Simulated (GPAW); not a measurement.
# How KCl (Sylvite) absorbs and reflects light

Wanted: where KCl (Sylvite) starts to absorb, how strongly, and its refractive index.

Method: DFT, PBE, plane-wave PAW (GPAW data sets), scalar-relativistic, RPA, optical limit, in GPAW 26.7.0.

## 1. Starting point

It takes space group Fm-3m (No. 225, cubic). The conventional cell has a = 6.293 Å, b = 6.293 Å, c = 6.293 Å, α = 90.00°, β = 90.00°, γ = 90.00°. Nearest to K lie 6 Cl at 3.15 Å. Nearest to Cl lie 6 K at 3.15 Å. Farther neighbours and most contacts between anions are not listed.

Structure file:

```xyz
2
Lattice="0.0000 3.1465 3.1465 3.1465 0.0000 3.1465 3.1465 3.1465 0.0000" Properties=species:S:1:pos:R:3 pbc="T T T"
K     0.0000    0.0000    0.0000
Cl    3.1465    3.1465    3.1465
```

## 2. Dielectric function, RPA

Transitions between filled and empty bands, summed over the zone, give the optical response, so mesh, band count and broadening shape it.

The induced potential is part of this response.

df.py

```python
from gpaw.response.df import DielectricFunction

df = DielectricFunction('full.gpw', frequencies={'type': 'nonlinear', 'domega0': 0.03, 'omega2': 8},
                        ecut=50,
                        eta=0.15,
                        nbands=38,
                        txt='df.txt')
for direction in ['x']:
    df.get_dielectric_function(xc='RPA', direction=direction, filename=f'df_{direction}.csv')
```

Launch:

```sh
$ OMP_NUM_THREADS=1 python df.py
```

What it wrote:

```text
Using integrator: PointIntegrator
NonLinearFrequencyDescriptor(from 0.000 to 64.819 eV, 497 points)
Nonperiodic BCs:  [False False False]
Using integrator: PointIntegrator
NonLinearFrequencyDescriptor(from 0.000 to 64.819 eV, 497 points)
Nonperiodic BCs:  [False False False]

Calculating chi0 body with:
    Ground state adapter containing:
    Number of spins: 1
    Number of kpoints: 1000
    Number of irreducible kpoints: 47
    Number of completely occupied states: 8
    Number of partially occupied states: 8

    Linear response parametrization:
    q_c: [0.0, 0.0, 0.0]
    Number of frequency points: 497
    Planewave cutoff: 50.0
    Number of bands: 38
    Number of planewaves: 59
    Broadening (eta): 0.15

Integrating chi0 body.

Symmetries of q_c:
    Direct symmetries (Uq -> q): 48
    Indirect symmetries (TUq -> q): 0
In total 48 allowed symmetries.

47 groups of equivalent kpoints. 95.3% reduction.

Integral kind: spectral function

Calculating chi0 optical extensions with:
    Ground state adapter containing:
    Number of spins: 1
    Number of kpoints: 1000
    Number of irreducible kpoints: 47
    Number of completely occupied states: 8
    Number of partially occupied states: 8

    Linear response parametrization:
    Number of frequency points: 497
    Planewave cutoff: 50.0
    Number of bands: 38
    Number of planewaves: 59
    Broadening (eta): 0.15
Integrating chi0 head and wings.

Symmetries of q_c:
    Direct symmetries (Uq -> q): 48
    Indirect symmetries (TUq -> q): 0
In total 48 allowed symmetries.

47 groups of equivalent kpoints. 95.3% reduction.

Integral kind: spectral function wings
```

Run time: 12 s. Hardware: 1 thread of Arm Neoverse V1, shared host; peak memory 0.28 GiB.

This step gave:

```
electronic dielectric constant ε∞, mean over x, y and z (by symmetry where fewer were run) : 2.167
main peak of Im epsilon, first axis                                                        : 8.020 eV
```

Some rows of df_x.csv (energy; Re and Im without local fields; Re and Im with them):

```text
0.000000, 2.571584, 0.000000, 2.167213, 0.000000
0.429336, 2.574664, 0.002161, 2.169389, 0.001528
0.878195, 2.584584, 0.004500, 2.176404, 0.003183
1.347938, 2.602716, 0.007139, 2.189235, 0.005055
1.840057, 2.631083, 0.010258, 2.209335, 0.007275
2.356191, 2.672776, 0.014154, 2.238941, 0.010066
2.898142, 2.732761, 0.019370, 2.281686, 0.013837
3.467895, 2.819671, 0.027027, 2.343996, 0.019462
4.067647, 2.950639, 0.040051, 2.438969, 0.029303
4.699832, 3.170015, 0.070931, 2.602172, 0.054059
5.367152, 3.598415, 0.322130, 2.931841, 0.275714
6.072622, 3.717400, 0.820726, 2.930711, 0.698710
6.819608, 4.253694, 1.434155, 3.144182, 1.013923
7.611886, 3.382667, 2.876359, 2.736171, 1.846027
8.453705, 1.770024, 2.547241, 1.492924, 1.899625
9.349861, 2.330920, 1.632256, 1.559555, 0.928740
10.305790, 1.249222, 3.846074, 2.157376, 2.006738
11.327680, -0.225126, 1.828822, 0.581505, 2.028680
12.422601, 0.729299, 0.871823, 0.579814, 0.796588
13.598673, 0.815771, 1.090136, 0.816353, 0.809917
```

Values under the direct gap are tails of Lorentzian lines. The Im ε, E ∥ x by photon energy; read off at these points:

```
photon energy (eV)  Im ε, E ∥ x
              0.00            0
              0.50      0.00178
              1.00      0.00365
              1.50      0.00571
              2.00      0.00808
              2.50       0.0110
              3.00       0.0147
              3.50       0.0199
              4.00       0.0279
              4.50       0.0429
              5.00       0.0929
              5.50        0.416
              6.00        0.627
              6.50        0.697
              7.00         1.16
              7.50         1.89
              8.00         2.64
              8.50         1.87
              9.00         1.33
              9.50        0.912
             10.00         1.33
             10.50         2.17
             11.00         2.29
             11.10         2.33
             11.50         1.91
             12.00         1.06
             12.50        0.789
             13.00        0.705
             13.50        0.780
```

The Re ε, E ∥ x by photon energy:

```
photon energy (eV)  Re ε, E ∥ x
               0.0         2.17
               0.5         2.17
               1.0         2.18
               1.5         2.19
               2.0         2.22
               2.5         2.25
               3.0         2.29
               3.5         2.35
               4.0         2.43
               4.5         2.54
               5.0         2.73
               5.5         2.89
               6.0         2.99
               6.5         3.14
               7.0         3.02
               7.5         2.96
               8.0         2.41
               8.5         1.50
               9.0         1.39
               9.5         1.78
              10.0         2.29
              10.5         1.87
              11.0         1.21
              11.5        0.515
              12.0        0.331
              12.5        0.632
              13.0        0.741
              13.5        0.858
```

Values under the direct gap are tails of Lorentzian lines. Im ε, E ∥ x against photon energy; read off at these points:

```
photon energy (eV)  without local fields  with local fields
              0.00                     0                  0
              0.50               0.00252            0.00178
              1.00               0.00516            0.00365
              1.50               0.00806            0.00571
              2.00                0.0114            0.00808
              2.50                0.0154             0.0110
              3.00                0.0205             0.0147
              3.50                0.0276             0.0199
              4.00                0.0382             0.0279
              4.50                0.0573             0.0429
              5.00                 0.116             0.0929
              5.50                 0.475              0.416
              6.00                 0.742              0.627
              6.50                 0.897              0.697
              7.00                  1.73               1.16
              7.50                  3.00               1.89
              8.00                  3.80               2.64
              8.50                  2.53               1.87
              9.00                  1.89               1.33
              9.50                  1.83              0.912
             10.00                  3.33               1.33
             10.24                  4.00               1.89
             10.50                  3.57               2.17
             11.00                  2.78               2.29
             11.10                  2.45               2.33
             11.50                  1.64               1.91
             12.00                 0.907               1.06
             12.50                 0.902              0.789
             13.00                 0.909              0.705
             13.50                  1.09              0.780
```

The reflectivity at normal incidence, E ∥ x by photon energy; read off at these points:

photon energy (eV), reflectivity at normal incidence, E ∥ x (%) and a bar from the least value:
```
     0.00        3.6 
     0.50        3.7 
     1.00        3.7 
     1.50        3.8 
     2.00        3.9 #
     2.50        4.0 #
     3.00        4.2 #
     3.50        4.4 ##
     4.00        4.8 ###
     4.50        5.2 ####
     5.00        6.1 ######
     5.50        7.0 ########
     6.00        7.7 #########
     6.50        8.4 ###########
     7.00        9.0 ############
     7.50       11.3 #################
     8.00       13.9 #######################
     8.50        9.8 ##############
     9.00        6.3 ######
     9.50        4.4 ##
    10.00        7.5 #########
    10.50       11.4 ##################
    11.00       13.2 ######################
    11.50       14.3 ########################
    11.71       16.8 ##############################
    12.00       10.8 ################
    12.50        5.2 ####
    13.00        3.7 
    13.50        3.6 
    13.69        4.3 ##
```

The loss function −Im 1/ε at q → 0, E ∥ x has structure finer than the step of the table below, so its rows give means over 0.5 eV, whole bins alone (the curve runs from 0 to 14.0 eV). Peaks (eV: height): 8.77: 0.407, 12.26: 0.884.

Values under the direct gap are tails of Lorentzian lines. The loss function −Im 1/ε at q → 0, E ∥ x by energy loss; means over each step:

energy loss (eV), loss function −Im 1/ε at q → 0, E ∥ x and a bar:
```
      0.5      0.000 
      1.0      0.001 
      1.5      0.001 
      2.0      0.002 
      2.5      0.002 
      3.0      0.003 
      3.5      0.004 
      4.0      0.005 
      4.5      0.007 
      5.0      0.014 
      5.5      0.041 #
      6.0      0.065 ##
      6.5      0.074 ###
      7.0      0.104 ####
      7.5      0.146 #####
      8.0      0.213 ########
      8.5      0.335 ############
      9.0      0.370 #############
      9.5      0.242 #########
     10.0      0.194 #######
     10.5      0.267 ##########
     11.0      0.350 #############
     11.5      0.508 ##################
     12.0      0.833 ##############################
     12.5      0.786 ############################
     13.0      0.652 #######################
     13.5      0.605 ######################
```

From ε follow the optical constants at some laser and lamp lines:

```
wavelength (nm)     n      k  R (%)     1/α
           1550  1.47  0.001    3.7  126 µm
           1064  1.48  0.001    3.7   58 µm
            800  1.48  0.002    3.8   32 µm
            633  1.49  0.003    3.9   19 µm
            450  1.51  0.004    4.1  8.5 µm
            405  1.52  0.005    4.2  6.4 µm
            365  1.53  0.006    4.4  4.8 µm
```

Below the direct gap, k and the depth come from the tails of the Lorentzian lines, not from transitions.

## 3. Outcome

* electronic dielectric constant ε∞, mean over x, y and z (by symmetry where fewer were run) (RPA): 2.17
* main peak of Im epsilon, first axis: 8.02 eV

**Reading.** At this level (PBE, RPA) KCl has ε∞ = 2.17 and n = 1.47 at 1550 nm, and Im ε peaks at 8.0 eV. Local fields change the static value along x from 2.57 to 2.17 (-16 %). Distinct maxima of Im ε, read by a parabola through the highest points, lie at 7.53 eV (1.9), 8.02 eV (2.7), 11.09 eV (2.3) and 13.61 eV (0.81). Excitons and phonon-assisted transitions are missing; PBE gaps are as a rule too small, which pulls the onset down and ε∞ up. The sum runs over mesh points, so small or evenly spaced maxima can still be ripples of the mesh.

[Machine, clock and banner lines and Python warnings are left out of the logs.]

[Logs are printed without paths, hosts, clocks, repeated set-up lines and the standing remarks that a program may print on its own settings, such as how far it seeks lower states.]

[Hosts, paths, dates, database ids (printed as entryN), source tags and the programs' standing remarks are cut or masked in the printed files.]
